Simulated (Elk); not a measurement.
# Dielectric function and optical constants of BAs, part 2 of 2

Wanted: where BAs starts to absorb, how strongly, and its refractive index.

Elk 11.2.3 (patched build); DFT, PBE, all-electron APW+lo, Dirac cores, scalar-relativistic bands, independent-particle optical response without local fields.

So far. Step 2 (Ground state): There is a gap, 1.22 eV on this mesh (points off the mesh can give less), so no carriers' term is needed.

**3. Independent particles**

The spectrum is a sum over vertical transitions between filled and empty bands at the fixed density, so many empty bands are needed.

This step: DFT, PBE, all-electron APW+lo, Dirac cores, scalar-relativistic bands, independent-particle optical response without local fields (Elk 11.2.3 (patched build)).

elk.in

```
tasks
  121

optcomp
  1 1

xctype
  20

nempty
  10

lorbcnd
  .true.

rgkmax
  7.0

swidth
  0.0055124

wplot
  400 100 0
  0.0 0.51449

sppath
  './'

avec
  0.000000000000 4.513610848669 4.513610848669
  4.513610848669 0.000000000000 4.513610848669
  4.513610848669 4.513610848669 0.000000000000

atoms
  2
  'As.in'
  1
  0.750000000000 0.750000000000 0.750000000000   0.000 0.000 0.000
  'B.in'
  1
  0.000000000000 0.000000000000 0.000000000000   0.000 0.000 0.000

ngridk
  11 11 11
```

Launch:

```
$ OMP_NUM_THREADS=4 elk
```

Standard output:

```text
┌─────────────────────────────────┐
│ Elk code version 11.2.3 started │
└─────────────────────────────────┘

Info(readinput): the functional depends on the density's gradient
 muffin-tin radial points multiplied by    2.00000
 (not where nrmtscf is given)

┌────────────────────┐
│ Current task : 121 │
└────────────────────┘
Info(checkmt): changed muffin-tin radius of species 1 (As) from   2.4000 to   2.2051
Info(checkmt): changed muffin-tin radius of species 2 (B) from   1.8000 to   1.6538

Info(findsymcrys): atomic basis shift (lattice) :
  0.2500000000      0.2500000000      0.2500000000
See GEOMETRY.OUT for new atomic positions

Info(dielectric):
 dielectric tensor written to EPSILON_ij.OUT
 optical conductivity written to SIGMA_ij.OUT
 for components
  i = 1, j = 1

┌──────────────────┐
│ Elk code stopped │
└──────────────────┘
```

Run time: 1.2 s. Hardware: 4 threads of AMD EPYC 7R13 (Zen 3), shared host; peak memory 0.03 GiB; 4.6 s of CPU time.

Read-outs:

* electronic dielectric constant ε∞, mean of the axes: 10.09
* main peak of Im epsilon, first axis: 5.529 eV

The Im ε, E ∥ x has structure finer than the step of the table below, so its rows give means over 0.5 eV. Peaks (eV: height): 5.53: 31.9, 6.65: 22.1.

Values under the direct gap are tails of Lorentzian lines. Im ε, E ∥ x against photon energy; means over each step:

```
photon energy (eV)  Im ε, E ∥ x
               0.5       0.0482
               1.0        0.103
               1.5        0.175
               2.0        0.283
               2.5        0.488
               3.0         1.20
               3.5         4.22
               4.0         10.1
               4.5         13.1
               5.0         18.4
               5.5         27.6
               6.0         16.3
               6.5         17.8
               7.0         14.0
               7.5         8.10
               8.0         4.77
               8.5         3.71
               9.0         3.45
               9.5         4.02
              10.0         2.79
              10.5         1.94
              11.0         1.52
              11.5         1.34
              12.0         1.69
              12.5         1.32
              13.0         1.12
              13.5         1.04
```

Re ε, E ∥ x against photon energy:

```
photon energy (eV)  Re ε, E ∥ x
               0.0         10.1
               0.5         10.2
               1.0         10.4
               1.5         10.9
               2.0         11.6
               2.5         12.8
               3.0         15.0
               3.5         18.5
               4.0         17.4
               4.5         15.2
               5.0         17.7
               5.5         5.34
               6.0        -3.63
               6.5         2.18
               7.0        -8.88
               7.5        -8.26
               8.0        -6.64
               8.5        -4.98
               9.0        -3.31
               9.5        -4.11
              10.0        -3.62
              10.5        -3.35
              11.0        -2.44
              11.5        -2.09
              12.0        -1.65
              12.5        -1.85
              13.0        -1.45
              13.5        -1.37
```

The loss function −Im 1/ε at q → 0, E ∥ x has structure finer than the step of the table below, so its rows give means over 0.25 eV. Peaks (eV: height): 9.240: 0.177, 11.830: 0.360.

Values under the direct gap are tails of Lorentzian lines. The loss function −Im 1/ε at q → 0, E ∥ x by energy loss; means over each step:

energy loss (eV), loss function −Im 1/ε at q → 0, E ∥ x and a bar:
```
     0.25      0.000 
     0.50      0.000 
     0.75      0.001 
     1.00      0.001 
     1.25      0.001 
     1.50      0.001 
     1.75      0.002 
     2.00      0.002 
     2.25      0.002 
     2.50      0.003 
     2.75      0.004 
     3.00      0.005 
     3.25      0.008 #
     3.50      0.011 #
     3.75      0.017 #
     4.00      0.024 ##
     4.25      0.028 ##
     4.50      0.032 ##
     4.75      0.031 ##
     5.00      0.029 ##
     5.25      0.030 ##
     5.50      0.031 ##
     5.75      0.046 ###
     6.00      0.058 ####
     6.25      0.073 ######
     6.50      0.055 ####
     6.75      0.044 ###
     7.00      0.051 ####
     7.25      0.052 ####
     7.50      0.060 #####
     7.75      0.060 #####
     8.00      0.070 #####
     8.25      0.089 #######
     8.50      0.096 #######
     8.75      0.123 #########
     9.00      0.151 ###########
     9.25      0.167 #############
     9.50      0.125 #########
     9.75      0.123 #########
    10.00      0.134 ##########
    10.25      0.128 ##########
    10.50      0.132 ##########
    10.75      0.147 ###########
    11.00      0.183 ##############
    11.25      0.205 ###############
    11.50      0.222 #################
    11.75      0.321 ########################
    12.00      0.306 #######################
    12.25      0.262 ####################
    12.50      0.256 ###################
    12.75      0.296 ######################
    13.00      0.331 #########################
    13.25      0.361 ###########################
    13.50      0.356 ###########################
    13.75      0.397 ##############################
```

Table of reflectivity at normal incidence, E ∥ x by photon energy; read off at these points:

```
photon energy (eV)  reflectivity at normal incidence, E ∥ x (%)
              0.00                                         27.2
              0.50                                         27.3
              1.00                                         27.8
              1.50                                         28.6
              2.00                                         29.8
              2.50                                         31.7
              3.00                                         34.9
              3.50                                         39.4
              4.00                                         42.0
              4.50                                         42.8
              5.00                                         49.1
              5.50                                         58.5
              5.63                                         61.9
              6.00                                         55.4
              6.50                                         50.2
              7.00                                         63.6
              7.50                                         66.7
              7.91                                         70.8
              8.00                                         69.4
              8.50                                         64.7
              9.00                                         53.6
              9.50                                         56.7
             10.00                                         59.3
             10.50                                         64.8
             10.64                                         66.5
             11.00                                         60.9
             11.50                                         60.0
             12.00                                         46.2
             12.50                                         57.9
             13.00                                         52.7
             13.50                                         53.9
```

Table of refractive index n and extinction k by photon energy:

```
photon energy (eV)      n        k
               0.0   3.18        0
               0.5   3.19  0.00752
               1.0   3.23   0.0159
               1.5   3.30   0.0263
               2.0   3.41   0.0411
               2.5   3.58   0.0665
               3.0   3.88    0.137
               3.5   4.32    0.458
               4.0   4.34     1.19
               4.5   4.19     1.54
               5.0   4.71     2.10
               5.5   4.32     3.65
               6.0   2.59     3.21
               6.5   3.21     2.84
               7.0   1.91     3.54
               7.5   1.22     3.12
               8.0  0.807     2.70
               8.5  0.768     2.36
               9.0  0.887     2.02
               9.5  0.963     2.24
              10.0  0.722     2.03
              10.5  0.524     1.90
              11.0  0.471     1.63
              11.5  0.434     1.51
              12.0  0.638     1.43
              12.5  0.430     1.43
              13.0  0.439     1.28
              13.5  0.403     1.24
```

At chosen wavelengths:

```
wavelength (nm)     n      k  R (%)      1/α
           1550  3.21  0.012   27.5  10.0 µm
           1064  3.25  0.019   28.0   4.4 µm
            800  3.30  0.028   28.7   2.3 µm
            405  3.93  0.158   35.4   204 nm
            365  4.20  0.347   38.1    84 nm
            248  4.71  2.099   49.1   9.4 nm
            193  2.99  2.586   47.1   5.9 nm
```

Below the direct gap, k and the depth come from the tails of the Lorentzian lines, not from transitions.

Rows near the edge hang on the gap, which this functional as a rule makes too small, and phonon-assisted absorption over an indirect gap is left out.

**4. What came out**

- electronic dielectric constant ε∞, mean of the axes (independent particles): 10.1
- main peak of Im epsilon, first axis: 5.53 eV

What this shows: At this level (PBE, independent particles) BAs has ε∞ = 10.1 and n = 3.21 at 1550 nm, and Im ε peaks at 5.5 eV. On the mesh the gap is 1.22 eV and the least direct gap 3.28 eV, so on this mesh the band edges lie at different points. Im ε has its chief maxima at 5.53 eV (32), 6.65 eV (22) and 9.41 eV (4.7). Excitons and phonon-assisted transitions are missing, and so are local fields; PBE gaps are as a rule too small, which pulls the onset down and ε∞ up.

[Long decimals in the printed logs are rounded to 6 places.]

[Machine, clock and banner lines and Python warnings are left out of the logs.]

[Logs are printed without paths, hosts, clocks, repeated set-up lines and the standing remarks that a program may print on its own settings, such as how far it seeks lower states.]

[Hosts, paths, dates, database ids (printed as entryN), source tags and the programs' standing remarks are cut or masked in the printed files.]

[Where Elk ran, warnings of its patched build on accuracy (core leakage, angular cutoffs, spin-orbit splittings, empty states, lower magnetic states) are left out.]

[Where the starting crystal was built by hand or by swapping elements, it need not be the compound's stable phase.]

[The count of steps not shown may lack steps that the program refused or didn't finish.]
